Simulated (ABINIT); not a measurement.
## AlBiS3 (Pm-3m): phonons by linear response

How does AlBiS3 (Pm-3m) vibrate, and is this structure a minimum?

Program: ABINIT 10.8.3. Level of theory: DFT PBE, scalar-relativistic, plane waves, PseudoDojo norm-conserving pseudopotentials. Results are calculated unless marked as measured.

The structure was built from a prototype and need not be the compound's stable phase.

## Step 1: Set-up

It takes space group Pm-3m (No. 221, cubic). The conventional cell has a = 4.617 Å, b = 4.617 Å, c = 4.617 Å, α = 90.00°, β = 90.00°, γ = 90.00°. Nearest to Bi lie 12 S at 3.26 Å. Nearest to Al lie 6 S at 2.31 Å. S has 2 Al at 2.31 Å and 4 Bi at 3.26 Å nearest. Farther neighbours and most contacts between anions are not listed.

Structure file:

```cif
data_structure
_symmetry_space_group_name_H-M 'Pm-3m'
_symmetry_Int_Tables_number 221
_cell_length_a 4.6172
_cell_length_b 4.6172
_cell_length_c 4.6172
_cell_angle_alpha 90.000
_cell_angle_beta 90.000
_cell_angle_gamma 90.000
_cell_volume 98.43
loop_
_atom_site_label
_atom_site_type_symbol
_atom_site_symmetry_multiplicity
_atom_site_Wyckoff_symbol
_atom_site_fract_x
_atom_site_fract_y
_atom_site_fract_z
_atom_site_occupancy
Bi1 Bi 1 a 0.00000 0.00000 0.00000 1
Al1 Al 1 b 0.50000 0.50000 0.50000 1
S1 S 3 c 0.50000 0.50000 0.00000 1
```

## Step 2: A probe with smearing

A first run with smearing and empty bands tells whether the crystal has a gap, which decides between fixed occupations and smearing later on.

Input file probe.abi:

```
# ground state
tolvrs 1.0d-08
prtden 1
prtwf 1

# basis, mesh and filling
ecut 29.0
ngkpt 4 4 4
nshiftk 1
shiftk 0.0 0.0 0.0
istwfk *1
occopt 7
tsmear 0.005
nband 26
nstep 100
diemac 9.0
prtebands 0
prtgsr 0
useylm 1

# cell and atoms
acell 8.725243463 8.725243463 8.725243463
rprim 
    1.0 0.0 0.0
    0.0 1.0 0.0
    0.0 0.0 1.0
ntypat 3
znucl 83 13 16
natom 5
typat 1 2 3 3 3
xred 
    0.0 0.0 0.0
    0.5 0.5 0.5
    0.5 0.5 0.0
    0.5 0.0 0.5
    0.0 0.5 0.5
pp_dirpath "./pseudo"
pseudos "Bi.upf, Al.upf, S.upf"
```

Started as:

```sh
> OMP_NUM_THREADS=1 mpirun -n 4 abinit probe.abi > probe.log
```

Numbers of over 12 decimals in the logs are rounded to 6 here.

probe.abo, the main output file:

```text
[banners, grids, parts of the stress and lines that vanish by symmetry left out]
- input  file    -> probe.abi
- output file    -> probe.abo
- root for input  files -> probei
[...]
Symmetries : space group Pm -3 m (#221); Bravais cP (primitive cubic)
[...]
mpw =        4982          nfft =       91125          nkpt =          10
[...]
== DATASET  1 ==================================================================
[...]
cutoff_energies: {ecut:  29.0, pawecutdg:  -1.0, }
[...]
ETOT  1  -117.21623960176    -1.172E+02 6.723E-02 1.042E+03
 ETOT  2  -117.34786179607    -1.316E-01 9.647E-03 4.632E+02
 ETOT  3  -117.43409803706    -8.624E-02 4.387E-03 4.832E+00
 ETOT  4  -117.43470520086    -6.072E-04 2.508E-03 6.190E-02
 ETOT  5  -117.43472563266    -2.043E-05 2.314E-03 6.721E-04
 ETOT  6  -117.43472575515    -1.225E-07 3.240E-03 2.061E-05
 ETOT  7  -117.43472575743    -2.286E-09 9.833E-04 2.185E-06
 ETOT  8  -117.43472575768    -2.463E-10 1.642E-03 2.458E-07
 ETOT  9  -117.43472575770    -2.257E-11 4.577E-04 2.600E-09
 At SCF step    9       vres2   =  2.60E-09 < tolvrs=  1.00E-08 =>converged.
[...]
sigma(1 1)= -6.49506384E-05  sigma(3 2)=  0.00000000E+00
  sigma(2 2)= -6.49506384E-05  sigma(3 1)=  0.00000000E+00
  sigma(3 3)= -6.49506384E-05  sigma(2 1)=  0.00000000E+00
[...]
convergence: {deltae: -2.257E-11, res2:  2.600E-09, residm:  4.577E-04, diffor: null, }
etotal    :  -1.17434726E+02
[...]
sigma(1 1)= -6.49506384E-05  sigma(3 2)=  0.00000000E+00
  sigma(2 2)= -6.49506384E-05  sigma(3 1)=  0.00000000E+00
  sigma(3 3)= -6.49506384E-05  sigma(2 1)=  0.00000000E+00
[...]
- sigma(1 1)= -1.91091376E+00  sigma(3 2)=  0.00000000E+00
- sigma(2 2)= -1.91091376E+00  sigma(3 1)=  0.00000000E+00
- sigma(3 3)= -1.91091376E+00  sigma(2 1)=  0.00000000E+00
[...]
fcart     -0.0000000000E+00 -0.0000000000E+00 -0.0000000000E+00
           strten     -6.4950638403E-05 -6.4950638403E-05 -6.4950638403E-05
================================================================================

[key lines of the parts left out:]
pressure_GPa:   1.9109E+00
```

The job ended after 58 s (4 MPI ranks of Intel Xeon at 2.50GHz (Skylake/Cascade Lake), shared host).

This step gave:

```yaml
volume_per_atom: 19.69 Å³
pressure: 1.911 GPa
gap_on_the_k_mesh: 0 eV
```

No gap opens on this mesh, so smearing is kept; the printed pressure holds the stress of the finite basis too.

## Step 3: Rough relaxation

The typed start is rough, so a first relaxation with smearing and loose thresholds takes it towards rest cheaply.

Input file prerelax.abi:

```
# relaxation
ionmov 2
optcell 2
dilatmx 1.15
chkdilatmx 0
ntime 40
tolmxf 3.0d-04
tolvrs 1.0d-10
prtwf 0
prtden 0
chksymtnons 0

# basis, mesh and filling
ecut 30.0
ecutsm 3.0
ngkpt 4 4 4
nshiftk 1
shiftk 0.0 0.0 0.0
istwfk *1
occopt 7
tsmear 0.005
nband 26
nstep 100
diemac 1000000.0
prtebands 0
prtgsr 0
useylm 1

# cell and atoms
acell 8.725243463 8.725243463 8.725243463
rprim 
    1.0 0.0 0.0
    0.0 1.0 0.0
    0.0 0.0 1.0
ntypat 3
znucl 83 13 16
natom 5
typat 1 2 3 3 3
xred 
    0.0 0.0 0.0
    0.5 0.5 0.5
    0.5 0.5 0.0
    0.5 0.0 0.5
    0.0 0.5 0.5
pp_dirpath "./pseudo"
pseudos "Bi.upf, Al.upf, S.upf"
```

Started as:

```sh
> OMP_NUM_THREADS=1 mpirun -n 4 abinit prerelax.abi > prerelax.log
```

prerelax.abo, the main output file:

```text
[banners, grids, parts of the stress and lines that vanish by symmetry left out]
- input  file    -> prerelax.abi
- output file    -> prerelax.abo
- root for input  files -> prerelaxi
[...]
Symmetries : space group Pm -3 m (#221); Bravais cP (primitive cubic)
[...]
mpw =        8025          nfft =      125000          nkpt =          10
[...]
== DATASET  1 ==================================================================
[...]
cutoff_energies: {ecut:  30.0, pawecutdg:  -1.0, }
[...]
ETOT  1  -117.22775635052    -1.172E+02 5.779E-02 1.410E+03
 ETOT  2  -117.39189350781    -1.641E-01 3.448E-03 2.755E+02
 ETOT  3  -117.43405625958    -4.216E-02 5.018E-03 5.709E+00
 ETOT  4  -117.43453580666    -4.795E-04 1.676E-03 7.836E-02
 ETOT  5  -117.43455028722    -1.448E-05 1.764E-03 1.336E-03
[...]
At SCF step   10       vres2   =  7.47E-12 < tolvrs=  1.00E-10 =>converged.
[...]
ETOT 10  -117.43518126768    -8.285E-12 6.457E-06 1.493E-13
 At SCF step   10       vres2   =  1.49E-13 < tolvrs=  1.00E-10 =>converged.
[...]
sigma(1 1)= -1.76592088E-06  sigma(3 2)=  0.00000000E+00
  sigma(2 2)= -1.76592088E-06  sigma(3 1)=  0.00000000E+00
  sigma(3 3)= -1.76592088E-06  sigma(2 1)=  0.00000000E+00
[...]
convergence: {deltae: -8.285E-12, res2:  1.493E-13, residm:  6.457E-06, diffor: null, }
etotal    :  -1.17435181E+02
[...]
At Broyd/MD step   3, gradients are converged :
[...]
sigma(1 1)= -1.76592088E-06  sigma(3 2)=  0.00000000E+00
  sigma(2 2)= -1.76592088E-06  sigma(3 1)=  0.00000000E+00
  sigma(3 3)= -1.76592088E-06  sigma(2 1)=  0.00000000E+00
[...]
- sigma(1 1)= -5.19551860E-02  sigma(3 2)=  0.00000000E+00
- sigma(2 2)= -5.19551860E-02  sigma(3 1)=  0.00000000E+00
- sigma(3 3)= -5.19551860E-02  sigma(2 1)=  0.00000000E+00
[...]
fcart     -0.0000000000E+00 -0.0000000000E+00 -0.0000000000E+00
           strten     -1.7659208802E-06 -1.7659208802E-06 -1.7659208802E-06
================================================================================

[key lines of the parts left out:]
pressure_GPa:   5.1955E-02
Total energy (etotal) [Ha]= -1.17435181267683E+02
```

Elapsed: 3.9 min, on 4 MPI ranks; 13 min of CPU time.

Relaxation path:

| step | energy less that of the first step (eV) | largest force (eV/Å) | volume (Å³) |
| --- | --- | --- | --- |
| 1 | 0.0000 | 0.0000 | 98.43 |
| 2 | -0.0078 | 0.0000 | 99.09 |
| 3 | -0.0172 | 0.0000 | 100.94 |

| conventional cell, symmetrised | before | after | change |
| --- | --- | --- | --- |
| a (Å) | 4.617 | 4.656 | +0.8 % |
| b (Å) | 4.617 | 4.656 | +0.8 % |
| c (Å) | 4.617 | 4.656 | +0.8 % |
| volume (Å³/atom) | 19.69 | 20.19 | +2.5 % |

This step gave:

- volume per atom: 20.19 Å³
- pressure: 0.05196 GPa

The volume changes by +2.5 % in this run and stands +2.5 % from the first cell.

## Step 4: Relaxing the cell and atoms

The harmonic expansion needs vanishing forces, and a free crystal bears no stress, so cell and atoms are brought to rest. Stress is more sensitive to the basis than forces are: the last 3 Ha under the cutoff are smoothed with ecutsm, and the cutoff is raised above that of the later runs.

Input file relax.abi:

```
# relaxation
ionmov 2
optcell 2
dilatmx 1.08
ntime 40
tolmxf 1.0d-05
tolvrs 1.0d-14
prtwf 0
prtden 0
chksymtnons 0

# basis, mesh and filling
ecut 36.0
ecutsm 3.0
ngkpt 6 6 6
nshiftk 1
shiftk 0.0 0.0 0.0
istwfk *1
occopt 7
tsmear 0.01
nband 26
nstep 100
diemac 1000000.0
prtebands 0
prtgsr 0
useylm 1

# cell and atoms
acell 8.798778428 8.798778428 8.798778428
rprim 
    1.0 0.0 0.0
    0.0 1.0 0.0
    0.0 0.0 1.0
ntypat 3
znucl 83 13 16
natom 5
typat 1 2 3 3 3
xred 
    0.0 0.0 0.0
    0.5 0.5 0.5
    0.5 0.5 0.0
    0.5 0.0 0.5
    0.0 0.5 0.5
pp_dirpath "./pseudo"
pseudos "Bi.upf, Al.upf, S.upf"
```

Started as:

```sh
> OMP_NUM_THREADS=1 mpirun -n 4 abinit relax.abi > relax.log
```

relax.abo, the main output file:

```text
[banners, grids, parts of the stress and lines that vanish by symmetry left out]
- input  file    -> relax.abi
- output file    -> relax.abo
- root for input  files -> relaxi
[...]
Symmetries : space group Pm -3 m (#221); Bravais cP (primitive cubic)
[...]
mpw =        8892          nfft =      157464          nkpt =          20
[...]
== DATASET  1 ==================================================================
[...]
cutoff_energies: {ecut:  36.0, pawecutdg:  -1.0, }
[...]
ETOT  1  -117.22175067565    -1.172E+02 8.997E-02 1.774E+03
 ETOT  2  -117.37051691415    -1.488E-01 8.457E-03 4.750E+02
 ETOT  3  -117.42731848526    -5.680E-02 4.437E-03 5.764E+01
 ETOT  4  -117.43162906642    -4.311E-03 2.315E-03 9.138E+00
 ETOT  5  -117.43244128746    -8.122E-04 1.160E-03 1.679E-01
[...]
At SCF step   13       vres2   =  1.20E-15 < tolvrs=  1.00E-14 =>converged.
[...]
sigma(1 1)= -1.50106213E-05  sigma(3 2)=  0.00000000E+00
  sigma(2 2)= -1.50106213E-05  sigma(3 1)=  0.00000000E+00
  sigma(3 3)= -1.50106213E-05  sigma(2 1)=  0.00000000E+00
[...]
convergence: {deltae: -2.984E-13, res2:  1.205E-15, residm:  1.143E-04, diffor: null, }
etotal    :  -1.17432458E+02
[...]
ETOT  1  -117.43240743845    -1.174E+02 4.235E-05 7.783E-01
[...]
At SCF step   10       vres2   =  1.90E-15 < tolvrs=  1.00E-14 =>converged.
[...]
sigma(1 1)= -1.13141113E-05  sigma(3 2)=  0.00000000E+00
  sigma(2 2)= -1.13141113E-05  sigma(3 1)=  0.00000000E+00
  sigma(3 3)= -1.13141113E-05  sigma(2 1)=  0.00000000E+00
[...]
convergence: {deltae:  8.541E-12, res2:  1.900E-15, residm:  5.020E-06, diffor: null, }
etotal    :  -1.17432470E+02
[...]
ETOT  1  -117.43190134386    -1.174E+02 4.647E-06 7.300E+00
[...]
ETOT 10  -117.43248600421    -1.705E-13 4.710E-07 2.924E-14
 ETOT 11  -117.43248600421     5.102E-12 1.723E-07 2.572E-15
 At SCF step   11       vres2   =  2.57E-15 < tolvrs=  1.00E-14 =>converged.
[...]
sigma(1 1)= -8.43845109E-08  sigma(3 2)=  0.00000000E+00
  sigma(2 2)= -8.43845109E-08  sigma(3 1)=  0.00000000E+00
  sigma(3 3)= -8.43845109E-08  sigma(2 1)=  0.00000000E+00
[...]
convergence: {deltae:  5.102E-12, res2:  2.572E-15, residm:  1.723E-07, diffor: null, }
etotal    :  -1.17432486E+02
[...]
At Broyd/MD step   3, gradients are converged :
[...]
sigma(1 1)= -8.43845109E-08  sigma(3 2)=  0.00000000E+00
  sigma(2 2)= -8.43845109E-08  sigma(3 1)=  0.00000000E+00
  sigma(3 3)= -8.43845109E-08  sigma(2 1)=  0.00000000E+00
[...]
- sigma(1 1)= -2.48267802E-03  sigma(3 2)=  0.00000000E+00
- sigma(2 2)= -2.48267802E-03  sigma(3 1)=  0.00000000E+00
- sigma(3 3)= -2.48267802E-03  sigma(2 1)=  0.00000000E+00
[...]
fcart     -0.0000000000E+00 -0.0000000000E+00 -0.0000000000E+00
           strten     -8.4384510872E-08 -8.4384510870E-08 -8.4384510891E-08
================================================================================

[key lines of the parts left out:]
pressure_GPa:   2.4827E-03
Total energy (etotal) [Ha]= -1.17432486004206E+02
```

The job ended after 8 min (4 MPI ranks; 29 min of CPU time).

Step by step:

| step | energy less that of the first step (eV) | largest force (eV/Å) | volume (Å³) |
| --- | --- | --- | --- |
| 1 | 0.0000 | 0.0000 | 100.94 |
| 2 | -0.0003 | 0.0000 | 101.08 |
| 3 | -0.0008 | 0.0000 | 101.50 |

| conventional cell, symmetrised | before | after | change |
| --- | --- | --- | --- |
| a (Å) | 4.656 | 4.665 | +0.2 % |
| b (Å) | 4.656 | 4.665 | +0.2 % |
| c (Å) | 4.656 | 4.665 | +0.2 % |
| volume (Å³/atom) | 20.19 | 20.30 | +0.6 % |

The relaxed structure:

```xyz
5
Lattice="4.6647 0.0000 0.0000 0.0000 4.6647 0.0000 0.0000 0.0000 4.6647" Properties=species:S:1:pos:R:3 pbc="T T T"
Bi    0.0000    0.0000    0.0000
Al    2.3323    2.3323    2.3323
S     2.3323    2.3323    0.0000
S     2.3323    0.0000    2.3323
S     0.0000    2.3323    2.3323
```

Numbers from this step:

```yaml
volume_per_atom: 20.30 Å³
pressure: 0.002483 GPa
```

The volume changes by +0.6 % in this run and stands +3.1 % from the first cell.

## Step 5: Ground state

First-order wavefunctions inherit every error of the ground state, hence the very tight tolvrs. Smearing stays on, as the first look found no gap above 0.3 eV.

Input file gs.abi:

```
# ground state
tolvrs 1.0d-16
prtden 1
prtwf 1

# basis, mesh and filling
ecut 29.0
ngkpt 6 6 6
nshiftk 1
shiftk 0.0 0.0 0.0
istwfk *1
occopt 7
tsmear 0.01
nband 26
nstep 100
diemac 1000000.0
prtebands 0
prtgsr 0
useylm 1

# cell and atoms
acell 8.814935007 8.814935007 8.814935007
rprim 
    1.0 0.0 0.0
    0.0 1.0 0.0
    0.0 0.0 1.0
ntypat 3
znucl 83 13 16
natom 5
typat 1 2 3 3 3
xred 
    0.0 0.0 0.0
    0.5 0.5 0.5
    0.5 0.5 0.0
    0.5 0.0 0.5
    0.0 0.5 0.5
pp_dirpath "./pseudo"
pseudos "Bi.upf, Al.upf, S.upf"
```

Started as:

```sh
> OMP_NUM_THREADS=1 mpirun -n 4 abinit gs.abi > gs.log
```

gs.abo, the main output file:

```text
[banners, grids, parts of the stress and lines that vanish by symmetry left out]
- input  file    -> gs.abi
- output file    -> gs.abo
- root for input  files -> gsi
[...]
Symmetries : space group Pm -3 m (#221); Bravais cP (primitive cubic)
[...]
mpw =        5137          nfft =       91125          nkpt =          20
[...]
== DATASET  1 ==================================================================
[...]
cutoff_energies: {ecut:  29.0, pawecutdg:  -1.0, }
[...]
ETOT  1  -117.22366077158    -1.172E+02 6.611E-02 1.038E+03
 ETOT  2  -117.36766292702    -1.440E-01 4.437E-03 2.883E+02
 ETOT  3  -117.42673209715    -5.907E-02 2.614E-03 3.411E+01
 ETOT  4  -117.43109635228    -4.364E-03 1.535E-03 5.905E+00
 ETOT  5  -117.43201737175    -9.210E-04 1.056E-03 7.286E-02
[...]
ETOT 13  -117.43203013867     7.972E-12 8.006E-05 1.164E-15
 ETOT 14  -117.43203013867    -1.307E-12 4.749E-05 6.336E-18
 At SCF step   14       vres2   =  6.34E-18 < tolvrs=  1.00E-16 =>converged.
[...]
sigma(1 1)=  8.92575179E-06  sigma(3 2)=  0.00000000E+00
  sigma(2 2)=  8.92575179E-06  sigma(3 1)=  0.00000000E+00
  sigma(3 3)=  8.92575179E-06  sigma(2 1)=  0.00000000E+00
[...]
convergence: {deltae: -1.307E-12, res2:  6.336E-18, residm:  4.749E-05, diffor: null, }
etotal    :  -1.17432030E+02
[...]
sigma(1 1)=  8.92575179E-06  sigma(3 2)=  0.00000000E+00
  sigma(2 2)=  8.92575179E-06  sigma(3 1)=  0.00000000E+00
  sigma(3 3)=  8.92575179E-06  sigma(2 1)=  0.00000000E+00
[...]
- sigma(1 1)=  2.62604684E-01  sigma(3 2)=  0.00000000E+00
- sigma(2 2)=  2.62604684E-01  sigma(3 1)=  0.00000000E+00
- sigma(3 3)=  2.62604684E-01  sigma(2 1)=  0.00000000E+00
[...]
fcart     -0.0000000000E+00 -0.0000000000E+00 -0.0000000000E+00
           strten      8.9257517903E-06  8.9257517903E-06  8.9257517903E-06
================================================================================

[key lines of the parts left out:]
pressure_GPa:  -2.6260E-01
```

Elapsed: 1.7 min, on 4 MPI ranks.

Read from the output:

```yaml
pressure: -0.2626 GPa
```

The cell stands at -0.26 GPa: the relaxation ran with a smoothed and higher cutoff, and the difference is a stress of the finite basis.

[end of part 1 of 7]

[Host names and launcher messages were left out of these logs when they were recorded.]

[Logs are printed without paths, hosts, clocks, repeated set-up lines and the standing remarks that a program may print on its own settings, such as how far it seeks lower states.]

[Hosts, paths, dates, database ids (printed as entryN), source tags and the programs' standing remarks are cut or masked in the printed files.]
